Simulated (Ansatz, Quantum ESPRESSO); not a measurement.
# BaTiO3 (R3m): zone-centre phonons, part 3 of 4

Which modes does BaTiO3 (R3m) have at the zone centre?

Quantum ESPRESSO 7.5; DFT LDA, scalar-relativistic, plane waves, GBRV ultrasoft pseudopotentials.

So far. Step 5 (Zone-centre response): The acoustic modes at Γ come out as far as 6.7 cm⁻¹ from zero, where they should vanish, a small numerical error; the Born charges miss their sum rule by 0.0057 e, which is good. Step 6 (Modes with the sum rule): The rule moves no optical mode by more than 0.2 cm⁻¹.

## 8. Sum rules set otherwise (asr simple)

The rule can be imposed in more than one way; the choices should agree where the raw error is small.

The input, dynmat.in:

```
 &input
    fildyn='g.dyn',
    asr='simple',
    fileig='dynmat.eig',
    lperm=.true.,
 /
```

Command:

```
> dynmat.x -in dynmat.in > dynmat.out
```

The program printed:

```text
[banner, memory and clock lines left out]
Program DYNMAT v.7.5

     Reading Dynamical Matrix from file g.dyn
     ...Force constants read
     ...epsilon and Z* read
     A direction for q was not specified:TO-LO splitting will be absent

     Polarizability (A^3 units)
     multiply by 0.363689 for Clausius-Mossotti correction
        26.354989   -0.000000   -0.000000
        -0.000000   26.354989   -0.000000
        -0.000000   -0.000000   24.832400

     IR activities are in (D/A)^2/amu units

# mode   [cm-1]    [THz]      IR
    1     -0.00   -0.0000    0.0000
    2     -0.00   -0.0000    0.0000
    3     -0.00   -0.0000    0.0000
    4    163.50    4.9017   70.8776
    5    163.50    4.9017   70.8776
    6    181.89    5.4530    7.1429
    7    184.44    5.5294    2.2772
    8    184.44    5.5294    2.2772
    9    222.07    6.6575   52.7828
   10    286.94    8.6021    0.0000
   11    299.60    8.9819    0.0007
   12    299.60    8.9819    0.0007
   13    482.75   14.4724    6.3876
   14    482.75   14.4724    6.3876
   15    510.02   15.2901    7.7426

Electronic dielectric permittivity tensor (relative, adimensional)
         6.351864   -0.000000   -0.000000
        -0.000000    6.351864   -0.000000
        -0.000000   -0.000000    6.042675

 ... with zone-center polar mode contributions
       100.981390    0.000000    0.000000
         0.000000  100.981393    0.000008
         0.000000    0.000008   51.398355

[end of the log left out, with the tail of the file of modes that dynmat.x writes under the same name]
```

It took 0.48 s on 1 thread of Arm Neoverse N1, shared host.

Numbers from this step:

| Item | Value |
| --- | --- |
| highest optical zone-centre mode (no LO-TO term) | 510.0 cm⁻¹ |
| lowest optical zone-centre mode | 163.5 cm⁻¹ |
| mean static dielectric constant | 84.45 |

Zone-centre frequencies as printed; negative means imaginary. Modes:

| mode | frequency (cm⁻¹) |
| --- | --- |
| 1 | 0 |
| 2 | 0 |
| 3 | 0 |
| 4 | 163.5 |
| 5 | 163.5 |
| 6 | 181.9 |
| 7 | 184.4 |
| 8 | 184.4 |
| 9 | 222.1 |
| 10 | 286.9 |
| 11 | 299.6 |
| 12 | 299.6 |
| 13 | 482.8 |
| 14 | 482.8 |
| 15 | 510 |

Against the first rule no mode moves by more than 0.2 cm⁻¹.

## 9. Modes along a direction of q (1 0 0)

A longitudinal polar mode sets up a macroscopic field that stiffens it; the term hangs on the direction from which q goes to zero.

The input, dynmat.in:

```
 &input
    fildyn='g.dyn',
    asr='crystal',
    fileig='dynmat.eig',
    q(1)=1.0,
    q(2)=0.0,
    q(3)=0.0,
 /
```

Command:

```
> dynmat.x -in dynmat.in > dynmat.out
```

The program printed:

```text
[banner, memory and clock lines left out]
Program DYNMAT v.7.5

     Reading Dynamical Matrix from file g.dyn
     ...Force constants read
     ...epsilon and Z* read
     Acoustic Sum Rule: || Z*(ASR) - Z*(orig)|| =    4.359919E-03
     Acoustic Sum Rule: ||dyn(ASR) - dyn(orig)||=    2.932230E-04

     Polarizability (A^3 units)
     multiply by 0.363689 for Clausius-Mossotti correction
        26.354989   -0.000000   -0.000000
        -0.000000   26.354989   -0.000000
        -0.000000   -0.000000   24.832400

     IR activities are in (D/A)^2/amu units

# mode   [cm-1]    [THz]      IR
    1     -0.00   -0.0000    0.0000
    2      0.00    0.0000    0.0000
    3      0.00    0.0000    0.0000
    4    163.32    4.8962   70.8410
    5    181.77    5.4495    7.1773
    6    183.72    5.5078    0.0008
    7    184.36    5.5271    2.3149
    8    221.90    6.6525   52.7469
    9    286.76    8.5969    0.0000
   10    299.40    8.9759    0.0000
   11    299.41    8.9760    0.0006
   12    452.56   13.5674    3.2735
   13    482.65   14.4696    6.3866
   14    509.89   15.2862    7.7442
   15    697.61   20.9138   76.2687

   )
[end of the log left out, with the tail of the file of modes that dynmat.x writes under the same name]
```

Run time: 0.48 s. Hardware: 1 thread.

Numbers from this step:

```yaml
highest_mode_moved_by_the_lo_to_term: 697.6 cm⁻¹
```

Zone-centre frequencies as printed; negative means imaginary. Modes:

| mode | frequency (cm⁻¹) |
| --- | --- |
| 1 | 0 |
| 2 | 0 |
| 3 | 0 |
| 4 | 163.3 |
| 5 | 181.8 |
| 6 | 183.7 |
| 7 | 184.4 |
| 8 | 221.9 |
| 9 | 286.8 |
| 10 | 299.4 |
| 11 | 299.4 |
| 12 | 452.6 |
| 13 | 482.6 |
| 14 | 509.9 |
| 15 | 697.6 |

The field moves 3 modes; the highest of them now lies at 698 cm⁻¹, where the highest that moved away lay at 483.

## 10. The LO-TO splitting (0 0 1)

The input, dynmat.in:

```
 &input
    fildyn='g.dyn',
    asr='crystal',
    fileig='dynmat.eig',
    q(1)=0.0,
    q(2)=0.0,
    q(3)=1.0,
 /
```

Command:

```
> dynmat.x -in dynmat.in > dynmat.out
```

The program printed:

```text
[banner, memory and clock lines left out]
Program DYNMAT v.7.5

     Reading Dynamical Matrix from file g.dyn
     ...Force constants read
     ...epsilon and Z* read
     Acoustic Sum Rule: || Z*(ASR) - Z*(orig)|| =    4.359919E-03
     Acoustic Sum Rule: ||dyn(ASR) - dyn(orig)||=    2.932230E-04

     Polarizability (A^3 units)
     multiply by 0.363689 for Clausius-Mossotti correction
        26.354989   -0.000000   -0.000000
        -0.000000   26.354989   -0.000000
        -0.000000   -0.000000   24.832400

     IR activities are in (D/A)^2/amu units

# mode   [cm-1]    [THz]      IR
    1     -0.00   -0.0000    0.0000
    2     -0.00   -0.0000    0.0000
    3     -0.00   -0.0000    0.0000
    4    163.32    4.8962   70.8410
    5    163.32    4.8962   70.8410
    6    184.36    5.5271    2.3149
    7    184.36    5.5271    2.3149
    8    186.79    5.5997    0.0130
    9    286.76    8.5969    0.0000
   10    299.41    8.9760    0.0006
   11    299.41    8.9760    0.0006
   12    465.49   13.9549    4.9404
   13    482.65   14.4696    6.3866
   14    482.65   14.4696    6.3866
   15    690.41   20.6980   62.7149

   )
[end of the log left out, with the tail of the file of modes that dynmat.x writes under the same name]
```

Run time: 0.48 s. Hardware: 1 thread.

This step gave:

* highest mode moved by the LO-TO term: 690.4 cm⁻¹

Zone-centre frequencies as printed; negative means imaginary. Modes:

| mode | frequency (cm⁻¹) |
| --- | --- |
| 1 | 0 |
| 2 | 0 |
| 3 | 0 |
| 4 | 163.3 |
| 5 | 163.3 |
| 6 | 184.4 |
| 7 | 184.4 |
| 8 | 186.8 |
| 9 | 286.8 |
| 10 | 299.4 |
| 11 | 299.4 |
| 12 | 465.5 |
| 13 | 482.6 |
| 14 | 482.6 |
| 15 | 690.4 |

The field moves 3 modes; the highest of them now lies at 690 cm⁻¹, where the highest that moved away lay at 510.

## 11. Modes along a direction of q (1 1 1)

The input, dynmat.in:

```
 &input
    fildyn='g.dyn',
    asr='crystal',
    fileig='dynmat.eig',
    q(1)=1.0,
    q(2)=1.0,
    q(3)=1.0,
 /
```

Command:

```
> dynmat.x -in dynmat.in > dynmat.out
```

The program printed:

```text
[banners, grids, parts of the stress and lines that vanish by symmetry left out]
[banner, memory and clock lines left out]
Program DYNMAT v.7.5

     Reading Dynamical Matrix from file g.dyn
     ...Force constants read
     ...epsilon and Z* read
     Acoustic Sum Rule: || Z*(ASR) - Z*(orig)|| =    4.359919E-03
     Acoustic Sum Rule: ||dyn(ASR) - dyn(orig)||=    2.932230E-04

     Polarizability (A^3 units)
     multiply by 0.363689 for Clausius-Mossotti correction
        26.354989   -0.000000   -0.000000
        -0.000000   26.354989   -0.000000
        -0.000000   -0.000000   24.832400

     IR activities are in (D/A)^2/amu units

# mode   [cm-1]    [THz]      IR
    1     -0.00   -0.0000    0.0000
    2      0.00    0.0000    0.0000
[...]
14    502.59   15.0672    7.8971
   15    695.11   20.8389   71.6629

   )
[end of the log left out, with the tail of the file of modes that dynmat.x writes under the same name]
```

The job ended after 0.48 s (1 thread).

Read from the output:

```yaml
highest_mode_moved_by_the_lo_to_term: 695.1 cm⁻¹
```

Zone-centre frequencies as printed; negative means imaginary. Modes:

| mode | frequency (cm⁻¹) |
| --- | --- |
| 1 | 0 |
| 2 | 0 |
| 3 | 0 |
| 4 | 163.3 |
| 5 | 180.6 |
| 6 | 183.9 |
| 7 | 184.4 |
| 8 | 208.3 |
| 9 | 286.8 |
| 10 | 299.4 |
| 11 | 299.4 |
| 12 | 455.2 |
| 13 | 482.6 |
| 14 | 502.6 |
| 15 | 695.1 |

The field moves 6 modes; the highest of them now lies at 695 cm⁻¹, where the highest that moved away lay at 510.

## 12. A second program

The same cell goes through another code, with its own cutoff. The potentials differ. Its k mesh is centred on Γ.

This step: DFT LDA, scalar-relativistic, plane waves, PseudoDojo norm-conserving pseudopotentials (Ansatz 0.2.0).

The input, input.yaml:

```yaml
crystal:
  lattice:
    - [2.7952664031, 1.6138478105, 2.2862861899]
    - [-2.7952664031, 1.6138478105, 2.2862861899]
    - [0.0, -3.2276956205, 2.2862861902]
  atoms:
    - { symbol: Ba, position: [-0.0005680346, -0.0005680346, -0.0005680346] }
    - { symbol: Ti, position: [0.4903486085, 0.4903486085, 0.4903486085] }
    - { symbol: O, position: [0.5082711227, 0.5082711227, 0.0128771807] }
    - { symbol: O, position: [0.0128771807, 0.5082711227, 0.5082711227] }
    - { symbol: O, position: [0.5082711227, 0.0128771807, 0.5082711227] }
kpoints:
  mp_grid: { grid: [9, 9, 9] }
hamiltonian:
  xc: lda
  pseudopotentials: { kind: nc, accuracy: standard }
scf:
  occupations: { method: fixed }
output:
  eigenvalues: true
phonons:
  method: dfpt
  dielectric: true
  rigid_motions: translations
```

Command:

```
> ansatz run input.yaml --threads 16 --pin off --max-ram 32768MiB --backend cpu --events-out ev --progress --plain --runs-dir out
```

The program printed:

```text
Engine: ansatz 0.2.0, aarch64-unknown-linux-gnu
Pseudopotentials: kind: nc
Pseudopotential: Ba, nc, valence charge 10, recommended cutoff 770 eV (normal), Ba.nc.azcp (PseudoDojo's, or run here from an input of PseudoDojo's; its table is named by hamiltonian.pseudopotentials.accuracy)
Pseudopotential: Ti, nc, valence charge 12, recommended cutoff 1142.878222 eV (normal), Ti.nc.azcp (PseudoDojo's, or run here from an input of PseudoDojo's; its table is named by hamiltonian.pseudopotentials.accuracy)
Pseudopotential: O, nc, valence charge 6, recommended cutoff 1142.878222 eV (normal), O.nc.azcp (PseudoDojo's, or run here from an input of PseudoDojo's; its table is named by hamiltonian.pseudopotentials.accuracy)
Functional definition: SPW92
  exchange = slater_x
  correlation = pw_c
Crystal: 5 atoms, lattice volume = 61.882 Å³
Basis set: ecut = 1142.878222 eV, 5449 PW (Γ), exchange–correlation on 90×90×90 points (8 copies of the dense FFT grid, shifted against one another)
Bands: 25, of which v1, the nominal top of the filled ones, is band 20 counted from 1 (19 counted from 0)
Symmetry: 6 space group operations
k-points: 365 of 729 (irreducible under 1 space group operation, time reversal used)
Non-local potential: Ba, projectors of the file, l = 0: 2, l = 1: 2, l = 2: 2, l = 3: 2
Non-local potential: Ti, projectors of the file, l = 0: 2, l = 1: 2, l = 2: 2
Non-local potential: O, projectors of the file, l = 0: 2, l = 1: 2, l = 2: 1
Initial density: superposition of atomic densities (chi_scale 0.1, normalization cell, long waves kept (reshape's long-wave potential 0.00 eV rms))
Initial wavefunctions: pseudopotential atomic-orbital guess
Functional: x = slater, c = lda
SCF iter   1: F=—  HF=-3737.051208 eV  |F-HF|=—  |Δ(HF+E_count)|=         —  Δρ=5.09e-2  dr2=1.64e0  ethr=3.10e-3  ⟨swp⟩=6.5  Hψ=38646  notcnv=0  defer=802
preconditioner: auto → Resta (q_TF=auto, 2.537 Å⁻¹)  ε∞=5.3  [insulator: Δε(μ)=2.636 eV  Ē_g=12.936 eV  n_scr=18 (ndim 8)  ℏωp=26.7 eV  f_vac=0.000  ε∞_Penn≈5.3]
SCF iter   2: F=—  HF=-3736.610400 eV  |F-HF|=—  |Δ(HF+E_count)|=   4.41e-1  Δρ=2.63e-2  dr2=4.33e-1  ethr=3.10e-3  ⟨swp⟩=3.6  Hψ=14516  notcnv=0  defer=875
SCF iter   3: F=—  HF=-3736.470207 eV  |F-HF|=—  |Δ(HF+E_count)|=   1.40e-1  Δρ=1.22e-2  dr2=9.29e-2  ethr=1.08e-3  ⟨swp⟩=2.7  Hψ=15882  notcnv=0  defer=944
SCF iter   4: F=—  HF=-3736.455343 eV  |F-HF|=—  |Δ(HF+E_count)|=   1.49e-2  Δρ=5.96e-3  dr2=2.08e-2  ethr=2.32e-4  ⟨swp⟩=3.6  Hψ=18173  notcnv=0  defer=1076
SCF iter   5: F=—  HF=-3736.451890 eV  |F-HF|=—  |Δ(HF+E_count)|=   3.45e-3  Δρ=1.47e-3  dr2=1.21e-3  ethr=5.20e-5  ⟨swp⟩=2.2  Hψ=12994  notcnv=0  defer=1082
SCF iter   6: F=—  HF=-3736.451783 eV  |F-HF|=—  |Δ(HF+E_count)|=   1.07e-4  Δρ=2.35e-4  dr2=2.30e-5  ethr=3.03e-6  ⟨swp⟩=2.1  Hψ=13074  notcnv=0  defer=1092
SCF iter   7: F=—  HF=-3736.451790 eV  |F-HF|=—  |Δ(HF+E_count)|=   7.63e-6  Δρ=4.68e-5  dr2=5.20e-7  ethr=5.74e-8  ⟨swp⟩=2.3  Hψ=16092  notcnv=0  defer=1061
SCF iter   8: F=—  HF=-3736.451734 eV  |F-HF|=—  |Δ(HF+E_count)|=   5.66e-5  Δρ=1.15e-5  dr2=7.27e-8  ethr=1.30e-9  ⟨swp⟩=2.1  Hψ=16310  notcnv=0  defer=902
SCF iter   9: F=—  HF=-3736.451734 eV  |F-HF|=—  |Δ(HF+E_count)|=   7.72e-9  Δρ=2.24e-6  dr2=1.55e-9  ethr=1.82e-10  ⟨swp⟩=2.1  Hψ=12302  notcnv=0  defer=902
SCF iter  10: F=—  HF=-3736.451734 eV  |F-HF|=—  |Δ(HF+E_count)|=  1.57e-10  Δρ=7.17e-7  dr2=1.36e-10  ethr=3.87e-12  ⟨swp⟩=2.1  Hψ=15716  notcnv=0  defer=902
SCF iter  11: F=-3736.451734 eV  HF=-3736.451734 eV  |F-HF|=5.91e-12  |Δ(HF+E_count)|=  2.36e-11  Δρ=1.76e-7  dr2=1.23e-11  ethr=1.00e-12  ⟨swp⟩=19.8  Hψ=89448  notcnv=0
SCF 1 converged in 11 iterations: F = -3736.451734 eV  dr2 = 1.23e-11
NSCF: frozen V_eff on 13 k-points
DFPT response loops at Γ: preconditioner auto → none (the input reference at scf.mixing.eps_inf says where Resta's filter doesn't serve); β = 0.50; Broyden in place of MSR1
── the response to a field inside a basis, on 10×10×10 k-points: an SCF that follows is theirs, and a resumed run solves both again ──
Bands: 21, of which v1, the nominal top of the filled ones, is band 20 counted from 1 (19 counted from 0)
k-points: 110 of 1000 (time reversal used)
Initial density: handed on by an earlier stage of this run
Initial wavefunctions: pseudopotential atomic-orbital guess (no wavefunctions were taken with the density)
Eigensolver: Dense (110 Hₖ)
SCF iter   1: F=—  HF=-3736.432441 eV  |F-HF|=—  |Δ(HF+E_count)|=         —  Δρ=2.03e-4  dr2=2.75e-6  ethr=1.00e-1
preconditioner: auto → Resta (q_TF=auto, 2.537 Å⁻¹)  ε∞=7.2  [insulator: Δε(μ)=2.251 eV  Ē_g=10.744 eV  n_scr=18 (ndim 8)  ℏωp=26.7 eV  f_vac=0.000  ε∞_Penn≈7.2]
SCF iter   2: F=—  HF=-3736.432444 eV  |F-HF|=—  |Δ(HF+E_count)|=   2.52e-6  Δρ=1.08e-4  dr2=8.71e-7  ethr=6.88e-9
SCF iter   3: F=-3736.432445 eV  HF=-3736.432445 eV  |F-HF|=2.23e-11  |Δ(HF+E_count)|=   1.03e-6  Δρ=5.51e-6  dr2=8.49e-9  ethr=2.18e-9
SCF 1 converged in 3 iterations: F = -3736.432445 eV  dr2 = 8.49e-9
DFPT response loops at Γ: mixed as the last ones told, above
SCF converged after 11 iterations
Free energy (F): -3736.451734 eV
Harris-Foulkes:  -3736.451734 eV  (|F-HF|=5.91e-12)
Internal energy: -3736.451734 eV  (E = F + TS)
E sigma→0 (E₀):  -3736.451734 eV
Fermi energy:    10.410494 eV
--- Per-component energies (eV) ---
  E_band       = -126.571972
  E_kinetic    = 1710.555090
  E_local      = -2547.802412  (includes V_loc(G=0)·N_el)
  E_nonlocal   = -91.849420
  E_hartree    = 796.464327
  E_xc         = -753.908562
  E_vxc        = -790.403768  (∫ρ·V_xc dr)
  E_ewald      = -2849.910758
  E_smearing   = -0.000000  (= −TS)
  E_closure    = -0.000000  (closes the sum)
  Σ components = -3736.451734   (vs F -3736.451734, Δ=0.00e0)
--- Band table (eV; the first three rows and the last of 365) ---
  k-point 0: bands = [... 16 lower, 9.2765, 10.1391, 10.2382, 10.2382, 12.6051, 12.6051, 12.7142, 15.0401, ... 1 higher]
  k-point 1: bands = [... 16 lower, 9.1879, 9.8816, 10.1611, 10.1784, 12.6392, 12.8432, 12.8632, 15.0421, ... 1 higher]
  k-point 2: bands = [... 16 lower, 8.9571, 9.3837, 9.9600, 9.9903, 12.6853, 13.3400, 13.3877, 15.0426, ... 1 higher]
  k-point 364: bands = [... 16 lower, 9.1170, 9.1304, 9.4150, 9.5214, 13.1450, 14.2742, 14.3147, 15.5349, ... 1 higher]
--- Phonons (Γ-DFPT): 7 representative perturbations + reference, on 365 of 729 k-points (Σ response iterations 25) ---
  k mesh reduced under 1 symmetry operation, with k and −k counted as one. Each operation leaves every solved perturbation unchanged. A smaller set is not considered because the run solves the response to a homogeneous field
  ASR residual: 5.808e-4 → 0.000e0 eV/Å²; symmetrization residual: 5.054e-6 eV/Å²
  ASR residual per site (eV/Å²): 4.14e-6 5.81e-4 7.39e-5 6.87e-5 6.87e-5
  Γ frequencies (cm⁻¹): 0.00 0.00 0.00 149.48 149.48 172.42 179.50 179.50 215.78 280.33 293.02 293.02 478.68 478.68 505.40
  ε∞ (high-frequency dielectric tensor):
        6.285926     0.000000     0.000000
        0.000000     6.285926    -0.000000
        0.000000    -0.000000     5.985197
  ε⁰ (static dielectric tensor: ions relaxed, cell fixed):
      117.316812     0.000000     0.000000
        0.000000   117.316812    -0.000000
        0.000000    -0.000000    56.069100
  ε⁰ − ε∞ (ionic part):
      111.030886     0.000000     0.000000
        0.000000   111.030886    -0.000000
        0.000000    -0.000000    50.083903
  softest optical mode at Γ: 149.48 cm⁻¹; the repairs (sum rule, projections) moved no ω² at Γ by more than (2.15 cm⁻¹)²
  Born effective charges Z* (e; rows j = field, columns β = displacement):
    site 0:
         2.79961    0.00000    0.00000
         0.00000    2.79961   -0.00000
         0.00000   -0.00000    2.77150
    site 1:
         6.81663    0.00000    0.00000
         0.00000    6.81663   -0.00000
         0.00000   -0.00000    6.21524
    site 2:
        -2.05982    0.00000   -0.00000
         0.00000   -4.35101    1.52092
         0.00000    1.40250   -2.99558
    site 3:
        -3.77821   -0.99211   -1.31716
        -0.99211   -2.63262   -0.76046
        -1.21460   -0.70125   -2.99558
    site 4:
        -3.77821    0.99211    1.31716
         0.99211   -2.63262   -0.76046
         1.21460   -0.70125   -2.99558
  Z* charge neutrality: 2.603e-3 e pre-enforcement
  solved inside a basis spanned on kpoints, on 10×10×10 k-points, its susceptibility summed on 14×14×14: ε∞ is read to err by 1.8e-2, Z* by 2.4e-2 e (field_mesh: kpoints solves on kpoints); Z* is corrected for what the basis lacks
  optical modes at Γ without the LO–TO term, one row a degenerate level:
      ω (cm⁻¹)  modes    IR ((D/Å)²/amu)
        149.48      2           135.9202
        172.42      1            11.2510
        179.50      2             9.9285
        215.78      1            48.7123
        280.33      1             0.0000
        293.02      2             0.0009
        478.68      2            11.8345
        505.40      1             7.2746
  optical modes at Γ + LO–TO along q̂ = [1.0000, 0.0000, 0.0000]:
      ω (cm⁻¹)  modes    IR ((D/Å)²/amu)
        149.48      1            67.9601
        172.42      1            11.2510
        177.56      1             0.0030
        179.50      1             4.9643
        215.78      1            48.7123
        280.33      1             0.0000
        293.02      1             0.0000
        293.02      1             0.0005
[...]
optical modes at Γ + LO–TO along q̂ = [0.0000, 1.0000, 0.0000]:
      ω (cm⁻¹)  modes    IR ((D/Å)²/amu)
[...]
450.19      1             3.1054
        478.68      1             5.9172
        505.40      1             7.2746
        694.11      1            75.7337
  optical modes at Γ + LO–TO along q̂ = [0.0000, 0.0000, 1.0000]:
      ω (cm⁻¹)  modes    IR ((D/Å)²/amu)
        149.48      2           135.9202
        179.50      2             9.9285
        180.95      1             0.0202
        280.33      1             0.0000
        293.02      2             0.0009
        463.07      1             4.7220
        478.68      2            11.8345
        686.83      1            62.4957
```

Wall time 5.5 min (16 threads); peak memory 9.6 GiB.

Read from the output:

| Item | Value |
| --- | --- |
| gap on the k-mesh | 2.195 eV |
| sum-rule residual before enforcement | 5.81e-4 eV/Å² |
| miss of the charge sum rule | 0.002603 e |
| estimated error of the dielectric tensor | 0.01774 |
| estimated error of the Born charges | 0.02420 e |
| highest optical zone-centre mode (no LO-TO term) | 505.4 cm⁻¹ |
| lowest optical zone-centre mode | 149.5 cm⁻¹ |
| mean high-frequency dielectric constant | 6.186 |
| largest Born charge in size (third of the trace) | 6.616 e |
| mean static dielectric constant | 96.90 |
| highest mode moved by the LO-TO term | 694.1 cm⁻¹ |

Transverse modes. Infrared lines, with heights relative to the strongest:

| position (cm⁻¹) | label | IR intensity ((D/Å)²/amu), degenerate modes summed, relative |
| --- | --- | --- |
| 150 | E | 100 |
| 172 | A1 | 8.3 |
| 180 | E | 7.3 |
| 216 | A1 | 36 |
| 280 | A2 | 0.0 |
| 293 | E | 0.0 |
| 479 | E | 8.7 |
| 505 | A1 | 5.4 |

## 13. The two compared: QE GBRV and Ansatz, PseudoDojo

Worked out from the results:

```
root-mean-square difference : 7.8 cm⁻¹
largest difference          : 13.84 cm⁻¹
```

The 12 of 12 modes that differ most. Frequencies side by side:

| q (reciprocal lattice) | mode | QE GBRV (cm⁻¹) | Ansatz, PseudoDojo (cm⁻¹) |
| --- | --- | --- | --- |
| 0 0 0 | 4 | 163.3 | 149.5 |
| 0 0 0 | 5 | 163.3 | 149.5 |
| 0 0 0 | 6 | 181.8 | 172.4 |
| 0 0 0 | 7 | 184.4 | 179.5 |
| 0 0 0 | 8 | 184.4 | 179.5 |
| 0 0 0 | 9 | 221.9 | 215.8 |
| 0 0 0 | 10 | 286.8 | 280.3 |
| 0 0 0 | 11 | 299.4 | 293 |
| 0 0 0 | 12 | 299.4 | 293 |
| 0 0 0 | 13 | 482.6 | 478.7 |
| 0 0 0 | 14 | 482.6 | 478.7 |
| 0 0 0 | 15 | 509.9 | 505.4 |

The two runs side by side. Further quantities:

| quantity | QE GBRV | Ansatz, PseudoDojo |
| --- | --- | --- |
| mean ε∞ | 6.249 | 6.186 |
| largest Born charge in size (e; the first before, the second after the charge sum rule) | 6.637 | 6.616 |
| summed IR intensity ((D/Å)²/amu) | 226.8 | 224.9 |

At the zone centre the largest difference (acoustic modes at Γ apart) is 3 % of the highest mode, but 8 % of the mode at 163 cm⁻¹ on which it sits.

[end of part 3 of 4]

[Host names and launcher messages were left out of these logs when they were recorded.]

[Logs are printed without paths, hosts, clocks, repeated set-up lines and the standing remarks that a program may print on its own settings, such as how far it seeks lower states.]

[Hosts, paths, dates, database ids (printed as entryN), source tags and the programs' standing remarks are cut or masked in the printed files.]
